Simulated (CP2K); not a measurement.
Consider thiazole at its PBE geometry (Å).

```xyz
8

C    -0.6386   -0.7448    0.1788
C    -0.9981    0.5618   -0.0543
S     0.4073    1.5101   -0.3149
C     1.3807    0.0940   -0.0936
N     0.7106   -1.0074    0.1571
H    -1.3357   -1.5574    0.3741
H    -1.9915    0.9975   -0.0852
H     2.4653    0.1462   -0.1621
```

Method: CP2K XAS_TDP, all-electron GAPW, PBEh(45%), aug-cc-pVDZ, TDA, GW2X-corrected core level, no relativity.

Question: Where do the N K-edge lines lie, and how strong are they?

Leading lines: N5 400.03 eV. The leading line of an atom is its first one with 35 % of the strongest within 2.5 eV of its lowest line over the strength cut. Core ionisation energies at this level: N5 405.58 eV.

The first six lines of each atom with a strength over 0.0015:

```
              atom  energy (eV)  states  strength, one atom  above the computed threshold
N5 (bonded to 2 C)       400.03       1              0.0487                              
                         402.96       1              0.0062                              
                         403.91       1              0.0080                              
                         405.00       1              0.0032                              
                         405.82       1              0.0017                           yes
                         406.77       1              0.0057                           yes
```

Lines are vertical, at one geometry, with no vibrational structure. GW2X ionisation energies and lines can be off by 1 to 2 eV either way, and a good line position may hide errors that cancel. These values hold no scalar relativity, about 0.2 eV for N 1s. Rydberg lines, and the discretised continuum above threshold, depend on the basis and the box.

[Banner, clock and machine lines of the logs are left out without a mark of their own.]

[Logs are printed without paths, hosts, clocks, repeated set-up lines and the standing remarks that a program may print on its own settings, such as how far it seeks lower states.]

[Hosts, paths, dates, database ids (printed as entryN), source tags and the programs' standing remarks are cut or masked in the printed files.]
